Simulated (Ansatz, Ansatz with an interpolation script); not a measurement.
Planning a run of Ansatz 0.2.0 on BiOCl (P4/nmm). The input:

```yaml
crystal:
  lattice:
    - [3.88551, 0.0, 0.0]
    - [0.0, 3.88551, 0.0]
    - [0.0, 0.0, 7.3489]
  atoms:
    - { symbol: Bi, position: [0.5, 0.0, 0.32904] }
    - { symbol: Bi, position: [0.0, 0.5, 0.67096] }
    - { symbol: Cl, position: [0.0, 0.5, 0.1472] }
    - { symbol: Cl, position: [0.5, 0.0, 0.8528] }
    - { symbol: O, position: [0.0, 0.0, 0.5] }
    - { symbol: O, position: [0.5, 0.5, 0.5] }
kpoints:
  mp_grid: { grid: [4, 4, 2] }
hamiltonian:
  xc: lda
  pseudopotentials: { kind: paw, azcp: { folder: soft_1 }, xc_functional: pbe }
scf:
  occupations: { method: fixed }
gw:
  n_empty_bands: 462
  ecut_chi: 150.0
  qp_bands: [v12, c5]
  screening: { model: godby_needs }
```

```sh
ansatz run input.yaml --threads 3 --pin off --max-ram 92160MiB --backend cuda --events-out ev --progress --plain --runs-dir out --devices 1 --max-vram 13GiB
```

Q: How long will it take on 1 × NVIDIA H100 80GB HBM3 (shared by 6 runs) with 3 threads of AMD EPYC 7R13 (Zen 3), shared host, and how much memory?

It took 67 s; on shared hardware allow 33 s to 2.2 min. Peak host memory was 2.1 GiB. The sizes that set the cost: 2177 plane waves a state, 12 irreducible k points, 490 bands summed, 459 plane waves in the screening and 8 SCF cycles.

The screening grows as filled bands × empty bands × pairs of k points, times the square of the screening basis for the matrix.

[Paths, hosts, dates, memory and timing lines, banners, echoed tables and standing remarks are left out of the program output.]

[Logs are printed without paths, hosts, clocks, repeated set-up lines and the standing remarks that a program may print on its own settings, such as how far it seeks lower states.]

[Runs of the session that timed out or met a known fault of the program may be left out.]

[Hosts, paths, dates, database ids (printed as entryN), source tags and the programs' standing remarks are cut or masked in the printed files.]
